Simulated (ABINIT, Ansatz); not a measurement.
# CaSiS3 (Pm-3m): zone-centre phonons

Aim: the zone-centre modes of CaSiS3 (Pm-3m).

Main program and level: ABINIT 10.8.3; DFT PBEsol, scalar-relativistic, plane waves, PseudoDojo norm-conserving pseudopotentials.

The structure was built from a prototype and need not be the compound's stable phase.

## (1) Set-up

Symmetry: Pm-3m, No. 221, cubic system. The conventional cell has a = 4.563 Å, b = 4.563 Å, c = 4.563 Å, α = 90.00°, β = 90.00°, γ = 90.00°. Nearest to Ca lie 12 S at 3.23 Å. Si has 6 S at 2.28 Å nearest. Nearest to S lie 2 Si at 2.28 Å and 4 Ca at 3.23 Å. Farther neighbours and most contacts between anions are not listed.

## (2) Relaxing the cell and atoms

The harmonic expansion needs vanishing forces, and a free crystal bears no stress, so cell and atoms are brought to rest. Stress is more sensitive to the basis than forces are: the last 3 Ha under the cutoff are smoothed with ecutsm, and the cutoff is raised above that of the later runs.

The starting cell comes from a relaxation made beforehand in Ansatz (PBEsol, PseudoDojo NC).

relax.abi

```
# relaxation
ionmov 2
optcell 2
dilatmx 1.08
ntime 40
tolmxf 1.0d-05
tolvrs 1.0d-14
prtwf 0
prtden 0
chksymtnons 0

# basis, mesh and filling
ecut 35.0
ecutsm 3.0
ngkpt 6 6 6
nshiftk 1
shiftk 0.0 0.0 0.0
istwfk *1
occopt 6
tsmear 0.01
nband 24
nstep 100
diemac 1000000.0
prtebands 0
prtgsr 0
useylm 1

# cell and atoms
acell 3*1.0 Angstrom
rprim 
    4.562541835 0.0 0.0
    0.0 4.562541835 0.0
    0.0 0.0 4.562541835
ntypat 3
znucl 20 14 16
natom 5
typat 1 2 3 3 3
xred 
    0.0 0.0 0.0
    0.5 0.5 0.5
    0.5 0.5 0.0
    0.5 0.0 0.5
    0.0 0.5 0.5
pp_dirpath "./pseudo"
pseudos "Ca.upf, Si.upf, S.upf"
```

Started as:

```
$ OMP_NUM_THREADS=1 mpirun -n 4 abinit relax.abi > relax.log
```

Numbers of over 12 decimals in the logs are rounded to 6 here.

relax.abo, the main output file:

```text
[banners, grids, parts of the stress and lines that vanish by symmetry left out]
- input  file    -> relax.abi
- output file    -> relax.abo
- root for input  files -> relaxi
[...]
Symmetries : space group Pm -3 m (#221); Bravais cP (primitive cubic)
[...]
mpw =        8045          nfft =      125000          nkpt =          20
[...]
== DATASET  1 ==================================================================
[...]
cutoff_energies: {ecut:  35.0, pawecutdg:  -1.0, }
[...]
ETOT  1  -76.011691791776    -7.601E+01 5.342E-02 1.573E+02
 ETOT  2  -76.067354280114    -5.566E-02 1.973E-02 6.167E+01
 ETOT  3  -76.078934604495    -1.158E-02 7.187E-03 8.553E-02
 ETOT  4  -76.078955098556    -2.049E-05 5.675E-03 4.766E-03
 ETOT  5  -76.078955700599    -6.020E-07 2.675E-03 3.874E-04
[...]
At SCF step   14       vres2   =  4.49E-15 < tolvrs=  1.00E-14 =>converged.
[...]
sigma(1 1)= -1.57708593E-06  sigma(3 2)=  0.00000000E+00
  sigma(2 2)= -1.57708593E-06  sigma(3 1)=  0.00000000E+00
  sigma(3 3)= -1.57708593E-06  sigma(2 1)=  0.00000000E+00
[...]
convergence: {deltae: -2.842E-13, res2:  4.489E-15, residm:  7.208E-05, diffor: null, }
etotal    :  -7.60789557E+01
[...]
ETOT  1  -76.078955798796    -7.608E+01 6.289E-05 7.328E-04
[...]
At SCF step    9       vres2   =  4.32E-15 < tolvrs=  1.00E-14 =>converged.
[...]
sigma(1 1)= -1.20014082E-06  sigma(3 2)=  0.00000000E+00
  sigma(2 2)= -1.20014082E-06  sigma(3 1)=  0.00000000E+00
  sigma(3 3)= -1.20014082E-06  sigma(2 1)=  0.00000000E+00
[...]
convergence: {deltae:  1.293E-12, res2:  4.318E-15, residm:  4.822E-04, diffor: null, }
etotal    :  -7.60789559E+01
[...]
ETOT  1  -76.078955295021    -7.608E+01 3.977E-04 7.432E-03
[...]
ETOT  9  -76.078956047345     6.537E-13 3.969E-05 4.118E-14
 ETOT 10  -76.078956047341     4.292E-12 4.844E-05 5.386E-16
 At SCF step   10       vres2   =  5.39E-16 < tolvrs=  1.00E-14 =>converged.
[...]
sigma(1 1)= -9.84306939E-10  sigma(3 2)=  0.00000000E+00
  sigma(2 2)= -9.84306939E-10  sigma(3 1)=  0.00000000E+00
  sigma(3 3)= -9.84306941E-10  sigma(2 1)=  0.00000000E+00
[...]
convergence: {deltae:  4.292E-12, res2:  5.386E-16, residm:  4.844E-05, diffor: null, }
etotal    :  -7.60789560E+01
[...]
At Broyd/MD step   3, gradients are converged :
[...]
sigma(1 1)= -9.84306939E-10  sigma(3 2)=  0.00000000E+00
  sigma(2 2)= -9.84306939E-10  sigma(3 1)=  0.00000000E+00
  sigma(3 3)= -9.84306941E-10  sigma(2 1)=  0.00000000E+00
[...]
- sigma(1 1)= -2.89593100E-05  sigma(3 2)=  0.00000000E+00
- sigma(2 2)= -2.89593100E-05  sigma(3 1)=  0.00000000E+00
- sigma(3 3)= -2.89593100E-05  sigma(2 1)=  0.00000000E+00
[...]
fcart     -0.0000000000E+00 -0.0000000000E+00 -0.0000000000E+00
           strten     -9.8430693934E-10 -9.8430693934E-10 -9.8430694108E-10
================================================================================

[key lines of the parts left out:]
pressure_GPa:   2.8959E-05
Total energy (etotal) [Ha]= -7.60789560473406E+01
```

Run time: 77 s. Hardware: 4 MPI ranks of Intel Xeon 6975P-C (Granite Rapids), shared host.

Little changed from the start: no atom moved by 0.005 Å and no cell edge by 0.1 %.

Read from the output:

* volume per atom: 19.01 Å³
* pressure: 2.90e-5 GPa
* gap on the k-mesh: 0 eV

## (3) Ground state

The response is built on these wavefunctions, so the potential is converged far more tightly than an energy would need. Occupations are smeared.

gs.abi

```
# ground state
tolvrs 1.0d-16
prtden 1
prtwf 1

# basis, mesh and filling
ecut 28.0
ngkpt 6 6 6
nshiftk 1
shiftk 0.0 0.0 0.0
istwfk *1
occopt 6
tsmear 0.01
nband 24
nstep 100
diemac 1000000.0
prtebands 0
prtgsr 0
useylm 1

# cell and atoms
acell 3*1.0 Angstrom
rprim 
    4.563445398 0.0 0.0
    0.0 4.563445398 0.0
    0.0 0.0 4.563445398
ntypat 3
znucl 20 14 16
natom 5
typat 1 2 3 3 3
xred 
    0.0 0.0 0.0
    0.5 0.5 0.5
    0.5 0.5 0.0
    0.5 0.0 0.5
    0.0 0.5 0.5
pp_dirpath "./pseudo"
pseudos "Ca.upf, Si.upf, S.upf"
```

Started as:

```
$ OMP_NUM_THREADS=1 mpirun -n 4 abinit gs.abi > gs.log
```

gs.abo, the main output file:

```text
[banners, grids, parts of the stress and lines that vanish by symmetry left out]
- input  file    -> gs.abi
- output file    -> gs.abo
- root for input  files -> gsi
[...]
Symmetries : space group Pm -3 m (#221); Bravais cP (primitive cubic)
[...]
mpw =        4632          nfft =       91125          nkpt =          20
[...]
== DATASET  1 ==================================================================
[...]
cutoff_energies: {ecut:  28.0, pawecutdg:  -1.0, }
[...]
ETOT  1  -76.016721037478    -7.602E+01 4.744E-02 1.156E+02
 ETOT  2  -76.067076192271    -5.036E-02 1.949E-02 4.472E+01
 ETOT  3  -76.078579316976    -1.150E-02 1.033E-02 5.730E-02
 ETOT  4  -76.078602181908    -2.286E-05 4.432E-03 3.120E-03
 ETOT  5  -76.078602806456    -6.245E-07 2.898E-03 1.963E-04
[...]
ETOT 15  -76.078602855873     1.791E-12 2.404E-04 1.028E-16
 ETOT 16  -76.078602855877    -4.022E-12 1.611E-04 7.124E-18
 At SCF step   16       vres2   =  7.12E-18 < tolvrs=  1.00E-16 =>converged.
[...]
sigma(1 1)=  5.36060953E-06  sigma(3 2)=  0.00000000E+00
  sigma(2 2)=  5.36060953E-06  sigma(3 1)=  0.00000000E+00
  sigma(3 3)=  5.36060953E-06  sigma(2 1)=  0.00000000E+00
[...]
convergence: {deltae: -4.022E-12, res2:  7.124E-18, residm:  1.611E-04, diffor: null, }
etotal    :  -7.60786029E+01
[...]
sigma(1 1)=  5.36060953E-06  sigma(3 2)=  0.00000000E+00
  sigma(2 2)=  5.36060953E-06  sigma(3 1)=  0.00000000E+00
  sigma(3 3)=  5.36060953E-06  sigma(2 1)=  0.00000000E+00
[...]
- sigma(1 1)=  1.57714577E-01  sigma(3 2)=  0.00000000E+00
- sigma(2 2)=  1.57714577E-01  sigma(3 1)=  0.00000000E+00
- sigma(3 3)=  1.57714577E-01  sigma(2 1)=  0.00000000E+00
[...]
fcart     -0.0000000000E+00 -0.0000000000E+00 -0.0000000000E+00
           strten      5.3606095317E-06  5.3606095317E-06  5.3606095317E-06
================================================================================

[key lines of the parts left out:]
pressure_GPa:  -1.5771E-01
```

Run time: 23 s. Hardware: 4 MPI ranks.

This step gave:

| Item | Value |
| --- | --- |
| pressure | -0.1577 GPa |

The cell stands at -0.16 GPa: the relaxation ran with a smoothed and higher cutoff, and the difference is a stress of the finite basis.

(Continued in part 2 of 4.)

[Host names and launcher messages were left out of these logs when they were recorded.]

[Logs are printed without paths, hosts, clocks, repeated set-up lines and the standing remarks that a program may print on its own settings, such as how far it seeks lower states.]

[Hosts, paths, dates, database ids (printed as entryN), source tags and the programs' standing remarks are cut or masked in the printed files.]
